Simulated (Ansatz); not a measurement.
## La2C (built on the sites of a database entry of Y2C): the cell at rest

Wanted: the relaxed cell of La2C (built on the sites of a database entry of Y2C).

Main program and level: Ansatz 0.2.0; DFT PBE, scalar-relativistic, plane waves, norm-conserving pseudopotentials.

The structure was built from a prototype and need not be the compound's stable phase.

## (1) Set-up

Symmetry: R-3m, No. 166, trigonal system. The conventional cell has a = 3.875 Å, b = 3.875 Å, c = 19.203 Å, α = 90.00°, β = 90.00°, γ = 120.00°. Nearest to La lie 3 C at 2.66 Å. Nearest to C lie 6 La at 2.66 Å. Farther neighbours are not listed.

Structure file:

```cif
data_structure
_symmetry_space_group_name_H-M 'R-3m:H'
_symmetry_Int_Tables_number 166
_cell_length_a 3.8748
_cell_length_b 3.8748
_cell_length_c 19.2026
_cell_angle_alpha 90.000
_cell_angle_beta 90.000
_cell_angle_gamma 120.000
_cell_volume 249.68
loop_
_atom_site_label
_atom_site_type_symbol
_atom_site_symmetry_multiplicity
_atom_site_Wyckoff_symbol
_atom_site_fract_x
_atom_site_fract_y
_atom_site_fract_z
_atom_site_occupancy
La1 La 6 c 0.00000 0.00000 0.25793 1
C1 C 3 a 0.00000 0.00000 0.00000 1
```

## (2) Probe on a coarse mesh

A quick single point on a coarse mesh tells whether the cell has a gap and how far it is from rest, which sets the k mesh and smearing that follow.

The input, input.yaml:

```yaml
crystal:
  lattice:
    - [1.93738, 1.11854, 6.40086]
    - [-1.93738, 1.11854, 6.40086]
    - [0.0, -2.23709, 6.40086]
  atoms:
    - { symbol: La, position: [0.25793, 0.25793, 0.25793] }
    - { symbol: La, position: [0.74207, 0.74207, 0.74207] }
    - { symbol: C, position: [0.0, 0.0, 0.0] }
kpoints:
  mp_grid: { grid: [6, 6, 6] }
hamiltonian:
  xc: pbe
  pseudopotentials: { kind: nc }
scf:
  occupations: { method: gaussian, width: 0.1 }
output:
  forces: true
  stress: true
  eigenvalues: true
```

On the command line:

```sh
$ ansatz run input.yaml --threads 8 --pin off --max-ram 14336MiB --backend cpu --events-out ev --progress --plain --runs-dir out
```

Numbers of over 12 decimals in the logs are rounded to 6 here.

The log of the run:

```text
[...]
--- Band table (eV; the first three rows and the last of 32) ---
  k-point 0: bands = [... 9 lower, 7.6732, 8.9161, 8.9161, 9.2451, 11.9974, 12.1352, 12.1665, 12.1665]
  k-point 1: bands = [... 9 lower, 8.1184, 8.3322, 9.0746, 10.1848, 11.2081, 11.8729, 12.0992, 12.3311]
  k-point 2: bands = [... 9 lower, 8.2536, 9.1967, 9.2988, 10.1614, 10.5909, 11.6024, 12.0246, 12.4987]
  k-point 31: bands = [... 9 lower, 7.4795, 8.9632, 8.9632, 10.1707, 10.8958, 11.8994, 12.1816, 12.2575]
[key lines of the parts left out:]
SCF converged after 9 iterations
Free energy (F): -2073.800103 eV
Fermi energy:    10.588311 eV
P = ⅓ Tr σ = -2.2170 GPa (-22.170 kbar)
```

Elapsed: 3.3 s, on 8 threads of Arm Neoverse V2, shared host; peak memory 0.98 GiB; 23 s of CPU time.

Numbers from this step:

- pressure: -2.217 GPa
- volume per atom: 27.74 Å³
- gap on the k-mesh: 0 eV

The coarse mesh shows no gap and a pressure of -2.2 GPa.

## (3) Coarse relaxation

The start is far from rest, so a relaxation with loose tolerances brings it close first.

Edit input.yaml of step 2 so:

```diff
@@ -20 +20,6 @@
   eigenvalues: true
+relax:
+  adjacent_minimum: "off"
+  f_tol: 0.05
+  max_steps: 80
+  cell: { stress_tol: 0.5 }
```

The log of the run:

```text
[...]
Crystal: 3 atoms, lattice volume = 83.226 Å³
Basis set: ecut = 1496.626244 eV, 10985 PW (Γ), FFT grids on a1−a3, a2−a3, a3, exchange–correlation on 100×100×180 points (8 copies of the dense FFT grid, shifted against one another)
Bands: 17, of which v1, the nominal top of the filled ones, is band 13 counted from 1 (12 counted from 0)
Symmetry: 12 space group operations
[...]
cell:  # Å, volume = 84.0436 Å³
    - [1.869302, 1.079240, 6.943127]
    - [-1.869302, 1.079240, 6.943127]
    - [0, -2.158486, 6.943126]
  atoms:
    - { symbol: La, position: [0.264118, 0.264118, 0.264118] }
    - { symbol: La, position: [0.735882, 0.735882, 0.735882] }
    - { symbol: C, position: [1.2045077114165546e-19, 1.204507711416555e-19, 1.2045062518097086e-19] }
[key lines of the parts left out:]
SCF converged after 6 iterations
Free energy (F): -2073.987200 eV
Fermi energy:    10.375158 eV
P = ⅓ Tr σ = -0.0448 GPa (-0.448 kbar)
```

The job ended after 23 s (8 threads; peak memory 1.1 GiB).

The steps of the relaxation:

```csv
step,energy less that of the first step (eV),largest force component (eV/Å),pressure (GPa),volume (Å³)
1,0.0000,0.7654,-2.22,83.23
2,0.1441,2.0048,5.13,81.35
3,-0.1197,0.1747,-0.70,82.88
4,-0.1676,0.0498,0.26,82.57
5,-0.1870,0.0016,-0.05,84.04
6*,-0.1871,0.0024,-0.04,84.04
```

Relaxation steps marked * repeat the geometry before them on a plane-wave basis chosen anew for their cell, so energy and pressure can jump there. Relaxation step 2 was tried and not accepted.

The run keeps the 12 symmetry operations that it works with, so distortions that break them were not tested.

```csv
"conventional cell, symmetrised",before,after,change
a (Å),3.875,3.739,-3.5 %
b (Å),3.875,3.739,-3.5 %
c (Å),19.203,20.829,+8.5 %
volume (Å³/atom),27.74,28.01,+1.0 %
```

The atoms that moved most (Å, as changes of fractional coordinates times the final cell):

```csv
atom,dx,dy,dz,length
La1,0.000,0.000,0.129,0.129
La2,0.000,0.000,-0.129,0.129
```

Final coordinates:

```xyz
3
Lattice="1.8693 1.0792 6.9431 -1.8693 1.0792 6.9431 0.0000 -2.1585 6.9431" Properties=species:S:1:pos:R:3 pbc="T T T"
La    0.0000    0.0000    5.5014
La    0.0000    0.0000   15.3280
C     0.0000    0.0000    0.0000
```

This step gave:

* pressure: -0.04484 GPa
* volume per atom: 28.01 Å³

In this step the volume went from 27.74 to 28.01 Å³/atom.

## (4) Relaxation

The cell and atoms are relaxed, since residual forces and stress would shift the frequencies.

input.yaml, the sections that differ from step 3:

```yaml
crystal:
  lattice:
    - [1.8693018255, 1.0792401043, 6.943127253]
    - [-1.8693018255, 1.0792401043, 6.943127253]
    - [0.0, -2.1584856322, 6.9431264099]
  atoms:
    - { symbol: La, position: [0.2641181576, 0.2641181576, 0.2641181576] }
    - { symbol: La, position: [0.7358818424, 0.7358818424, 0.7358818424] }
    - { symbol: C, position: [0.0, 0.0, 0.0] }
kpoints:
  mp_grid: { grid: [12, 12, 12] }
relax:
  adjacent_minimum: "off"
  f_tol: 0.005
  max_steps: 80
  cell: { stress_tol: 0.05 }
# hamiltonian, scf, output: as in step 3
```

The log of the run:

```text
[...]
Crystal: 3 atoms, lattice volume = 84.044 Å³
Basis set: ecut = 1496.626244 eV, 11077 PW (Γ), FFT grids on a1−a3, a2−a3, a3, exchange–correlation on 96×96×192 points (8 copies of the dense FFT grid, shifted against one another)
Bands: 17, of which v1, the nominal top of the filled ones, is band 13 counted from 1 (12 counted from 0)
Symmetry: 12 space group operations
[...]
k-points: 189 of 1728
[...]
SCF iter   1: F=—  HF=-2075.425101 eV  |F-HF|=—  |Δ(HF+E_count)|=         —  Δρ=4.76e-2  dr2=9.22e0  ethr=3.10e-3  ⟨swp⟩=23.6  Hψ=46868  notcnv=0  defer=1
[...]
SCF iter  10: F=-2073.976791 eV  HF=-2073.976791 eV  |F-HF|=8.35e-10  |Δ(HF+E_count)|=   1.46e-8  Δρ=2.20e-6  dr2=4.33e-9  ethr=3.85e-10  ⟨swp⟩=41.7  Hψ=44507  notcnv=0
SCF 1 converged in 10 iterations: F = -2073.976791 eV  dr2 = 4.33e-9
relax step   1: F+E_penalty+E_count = -2073.97679101 eV  Δ(F+E_penalty+E_count) = +0.000e0 eV  max|allowed force component| = 5.187e-2 eV/Å  Δτ_max = 0.0000 Å  P = +0.060 GPa  Ω = 84.044 Å³  (10 SCF iters, dr2 threshold 1.00e-7 eV, accepted)
Crystal: 3 atoms, lattice volume = 83.141 Å³
Basis set: ecut = 1496.626244 eV, 10915 PW (Γ), FFT grids on a1−a3, a2−a3, a3, exchange–correlation on 96×96×192 points (8 copies of the dense FFT grid, shifted against one another)
[...]
SCF iter   7: F=-2073.955732 eV  HF=-2073.955732 eV  |F-HF|=1.24e-7  |Δ(HF+E_count)|=   6.47e-7  Δρ=1.12e-5  dr2=2.06e-7  ethr=1.15e-9  ⟨swp⟩=45.0  Hψ=49052  notcnv=0
SCF 2 converged in 7 iterations: F = -2073.955732 eV  dr2 = 2.06e-7
relax step   2: F+E_penalty+E_count = -2073.95573184 eV  Δ(F+E_penalty+E_count) = +2.106e-2 eV  max|allowed force component| = 5.078e-1 eV/Å  Δτ_max = 0.0443 Å  P = -0.749 GPa  Ω = 83.141 Å³  energy of the carried Pulay correction = +3.881e-6 eV  (7 SCF iters, dr2 threshold 3.00e-7 eV, rejected (line search))
Crystal: 3 atoms, lattice volume = 84.089 Å³
Basis set: ecut = 1496.626244 eV, 11065 PW (Γ), FFT grids on a1−a3, a2−a3, a3, exchange–correlation on 96×96×192 points (8 copies of the dense FFT grid, shifted against one another)
[...]
SCF iter   1: F=—  HF=-2073.992322 eV  |F-HF|=—  |Δ(HF+E_count)|=         —  Δρ=5.63e-3  dr2=1.29e-1  ethr=4.19e-4  ⟨swp⟩=1.4  Hψ=53477  notcnv=0  defer=9
eigensolver tolerance schedule calibrated: the retry pair's looser diagonalisation under-reported the residual by θ = 0.15 (0.18/decade); ethr = c·dr2/N_el runs at the constant in force after the calibration composes with the one it found (an armed cap, an earlier calibration), c = 3.2e-2
[...]
SCF iter   2: F=—  HF=-2073.980453 eV  |F-HF|=—  |Δ(HF+E_count)|=   1.19e-2  Δρ=2.20e-3  dr2=2.31e-2  ethr=1.59e-4  ⟨swp⟩=2.8  Hψ=4444  notcnv=0  defer=1
[...]
SCF iter  10: F=-2073.977199 eV  HF=-2073.977199 eV  |F-HF|=4.55e-13  |Δ(HF+E_count)|=  2.04e-10  Δρ=1.64e-7  dr2=2.08e-11  ethr=1.00e-12  ⟨swp⟩=45.9  Hψ=56526  notcnv=0
SCF 3 converged in 10 iterations: F = -2073.977199 eV  dr2 = 2.08e-11
relax step   3: F+E_penalty+E_count = -2073.97719861 eV  Δ(F+E_penalty+E_count) = -4.076e-4 eV  max|allowed force component| = 4.450e-3 eV/Å  Δτ_max = 0.0019 Å  P = -0.051 GPa  Ω = 84.089 Å³  energy of the carried Pulay correction = -1.936e-7 eV  (10 SCF iters, accepted)
[...]
relax step   4: F+E_penalty+E_count = -2073.97721825 eV  Δ(F+E_penalty+E_count) = -1.963e-5 eV  max|allowed force component| = 1.597e-3 eV/Å  Δτ_max = 0.0000 Å  P = -0.014 GPa  Ω = 84.031 Å³  energy of the carried Pulay correction = +5.504e-8 eV  (5 SCF iters, dr2 threshold 1.33e-8 eV, accepted)
[...]
SCF iter   9: F=-2073.977218 eV  HF=-2073.977218 eV  |F-HF|=1.32e-11  |Δ(HF+E_count)|=  4.09e-12  Δρ=1.42e-7  dr2=1.52e-11  ethr=1.00e-12  ⟨swp⟩=41.7  Hψ=46258  notcnv=0
SCF 5 converged in 9 iterations: F = -2073.977218 eV  dr2 = 1.52e-11
relax step   5: F+E_penalty+E_count = -2073.97721818 eV  Δ(F+E_penalty+E_count) = +6.249e-8 eV  max|allowed force component| = 1.576e-3 eV/Å  Δτ_max = 0.0000 Å  P = -0.014 GPa  Ω = 84.031 Å³  stress off target by 2.60e-2 GPa  SCF on the basis re-selected at this cell (its energy is not comparable with the rows above)  (9 SCF iters)
basis re-selected at this cell: Δ(F+E_penalty+E_count) = +6.249e-8 eV, ΔP = +0.000 GPa vs the last step (what re-selecting the basis moved, of the pressure what is left beyond the Pulay correction that the steps carried, after the strain that the cell walked since its last selection, with what the two solves' SCF thresholds leave and, on support functions, any second-order correction that the steps lacked; it is no m [...]
SCF converged after 9 iterations
Free energy (F): -2073.977218 eV
[...]
Internal energy: -2073.968669 eV  (E = F + TS)
E sigma→0 (E₀):  -2073.972943 eV
Entropy (-TS):   -0.008550 eV (-2.850 meV/atom)
Fermi energy:    10.493654 eV
[...]
--- Forces (eV/Å), atoms counted from 1 ---
  atom   1  La     0.00000000    -0.00000000     0.00157573
  atom   2  La     0.00000000     0.00000000    -0.00157573
  atom   3  C     -0.00000000     0.00000000     0.00000000
  max |Σ_I F_I| component: 6.57e-32 eV/Å
--- Stress (GPa, compression-positive) ---
       -0.026011       0.000000       0.000000
        0.000000      -0.026011      -0.000000
        0.000000      -0.000000       0.011463
  P = ⅓ Tr σ = -0.0135 GPa (-0.135 kbar)
--- Band table (eV; the first three rows and the last of 189) ---
  k-point 0: bands = [... 9 lower, 7.3625, 8.7027, 8.7027, 9.0144, 11.3887, 11.7575, 12.2123, 12.2123]
  k-point 1: bands = [... 9 lower, 7.5286, 8.3307, 8.7512, 9.4659, 11.4226, 11.5012, 11.9955, 12.1860]
  k-point 2: bands = [... 9 lower, 7.8606, 8.1746, 8.8685, 9.8755, 10.9221, 11.6835, 11.7977, 12.0811]
  k-point 188: bands = [... 9 lower, 7.2132, 8.7164, 8.7164, 9.5719, 10.7106, 11.7430, 12.0579, 12.2217]
--- Relaxed structure (4 steps of the walk, 3 accepted, 1 SCFs on fresh bases) ---
[...]
cell:  # Å, volume = 84.0307 Å³
    - [1.866722, 1.077750, 6.961268]
    - [-1.866722, 1.077750, 6.961268]
    - [0, -2.155506, 6.961267]
  atoms:
    - { symbol: La, position: [0.264027, 0.264027, 0.264027] }
    - { symbol: La, position: [0.735973, 0.735973, 0.735973] }
    - { symbol: C, position: [0, 0, 0] }
```

It took 1.7 min on 8 threads; peak memory 1.9 GiB.

Relaxation path:

```csv
step,energy less that of the first step (eV),largest force component (eV/Å),pressure (GPa),volume (Å³)
1,0.0000,0.0519,0.06,84.04
2,0.0211,0.5078,-0.75,83.14
3,-0.0004,0.0044,-0.05,84.09
4,-0.0004,0.0016,-0.01,84.03
5*,-0.0004,0.0016,-0.01,84.03
```

Relaxation steps marked * repeat the geometry before them on a plane-wave basis chosen anew for their cell, so energy and pressure can jump there. Relaxation step 2 was tried and not accepted.

The run keeps the 12 symmetry operations that it works with, so distortions that break them were not tested.

```csv
"conventional cell, symmetrised",before,after,change
a (Å),3.739,3.733,-0.1 %
b (Å),3.739,3.733,-0.1 %
c (Å),20.829,20.884,+0.3 %
volume (Å³/atom),28.01,28.01,-0.0 %
```

Final coordinates:

```
La C
1.0
     1.86672    1.07775    6.96127
    -1.86672    1.07775    6.96127
     0.00000   -2.15551    6.96127
La C
2 1
Direct
  0.26403 0.26403 0.26403
  0.73597 0.73597 0.73597
  0.00000 0.00000 0.00000
```

This step gave:

| Item | Value |
| --- | --- |
| pressure | -0.01352 GPa |

In this step the volume went from 28.01 to 28.01 Å³/atom.

## (5) Tight relaxation

Phonons need a cell at rest on their own settings, so the relaxation is repeated with tight tolerances on forces and stress, using the mesh and the filling of the phonon run that follows.

input.yaml, the sections that differ from step 4:

```yaml
crystal:
  lattice:
    - [1.8667217045, 1.077750466, 6.9612680548]
    - [-1.8667217045, 1.077750466, 6.9612680548]
    - [0.0, -2.1555063698, 6.9612672129]
  atoms:
    - { symbol: La, position: [0.2640273413, 0.2640273413, 0.2640273413] }
    - { symbol: La, position: [0.7359726587, 0.7359726587, 0.7359726587] }
    - { symbol: C, position: [0.0, 0.0, 0.0] }
scf:
  occupations: { method: methfessel_paxton, width: 0.15 }
relax:
  adjacent_minimum: "off"
  f_tol: 0.001
  max_steps: 60
  cell: { stress_tol: 0.01 }
# kpoints, hamiltonian, output: as in step 4
```

The log of the run:

```text
[...]
Crystal: 3 atoms, lattice volume = 84.031 Å³
Basis set: ecut = 1496.626244 eV, 11059 PW (Γ), FFT grids on a1−a3, a2−a3, a3, exchange–correlation on 96×96×192 points (8 copies of the dense FFT grid, shifted against one another)
Bands: 17, of which v1, the nominal top of the filled ones, is band 13 counted from 1 (12 counted from 0)
Symmetry: 12 space group operations
[...]
--- Relaxed structure (4 steps of the walk, 3 accepted, 1 SCFs on fresh bases) ---
[...]
cell:  # Å, volume = 83.9938 Å³
    - [1.865677, 1.077147, 6.966004]
    - [-1.865677, 1.077147, 6.966004]
    - [0, -2.154300, 6.966003]
  atoms:
    - { symbol: La, position: [0.264053, 0.264053, 0.264053] }
    - { symbol: La, position: [0.735947, 0.735947, 0.735947] }
    - { symbol: C, position: [0, 0, 0] }
[key lines of the parts left out:]
SCF converged after 10 iterations
Free energy (F): -2073.971670 eV
Fermi energy:    10.505001 eV
P = ⅓ Tr σ = 0.0075 GPa (0.075 kbar)
```

Run time: 100 s. Hardware: 8 threads; peak memory 1.9 GiB; 13 min of CPU time.

The steps of the relaxation:

```csv
step,energy less that of the first step (eV),largest force component (eV/Å),pressure (GPa),volume (Å³)
1,0.0000,0.0016,-0.03,84.03
2,0.0000,0.0066,0.03,83.93
3,0.0001,0.0307,0.08,84.00
4,0.0000,0.0001,0.01,83.99
5*,0.0000,0.0001,0.01,83.99
```

Relaxation steps marked * repeat the geometry before them on a plane-wave basis chosen anew for their cell, so energy and pressure can jump there. Relaxation step 3 was tried and not accepted.

The run keeps the 12 symmetry operations that it works with, so distortions that break them were not tested.

```csv
"conventional cell, symmetrised",before,after,change
a (Å),3.733,3.731,-0.1 %
b (Å),3.733,3.731,-0.1 %
c (Å),20.884,20.898,+0.1 %
volume (Å³/atom),28.01,28.00,-0.0 %
```

The relaxed structure:

```xyz
3
Lattice="1.8657 1.0771 6.9660 -1.8657 1.0771 6.9660 0.0000 -2.1543 6.9660" Properties=species:S:1:pos:R:3 pbc="T T T"
La    0.0000    0.0000    5.5182
La    0.0000    0.0000   15.3798
C     0.0000    0.0000    0.0000
```

Numbers from this step:

```
pressure        : 0.007539 GPa
volume per atom : 28.00 Å³
```

The largest force component left is 0.11 meV/Å and the pressure is 0.008 GPa, within the tolerances set. The cell now holds 28.00 Å³/atom.

## (6) Outcome

```yaml
space_group_after_relaxation_within_0p01_a: R-3m
lattice_constant_a: 3.731 Å
lattice_constant_b: 3.731 Å
lattice_constant_c: 20.898 Å
volume_per_atom: 28.0 Å³
```

The largest force component left is 0.11 meV/Å and the pressure is 0.008 GPa, within the tolerances set. The cell now holds 28.00 Å³/atom. The relaxation keeps the symmetry of its start, so it says nothing on stability against lower symmetry. Spin-orbit coupling is left out, which can matter for the heavy elements here. The starting cell was built on a prototype and not taken from a measurement, so the phase need not exist.

[Logs are printed without paths, hosts, clocks, repeated set-up lines and the standing remarks that a program may print on its own settings, such as how far it seeks lower states.]

[Hosts, paths, dates, database ids (printed as entryN), source tags and the programs' standing remarks are cut or masked in the printed files.]
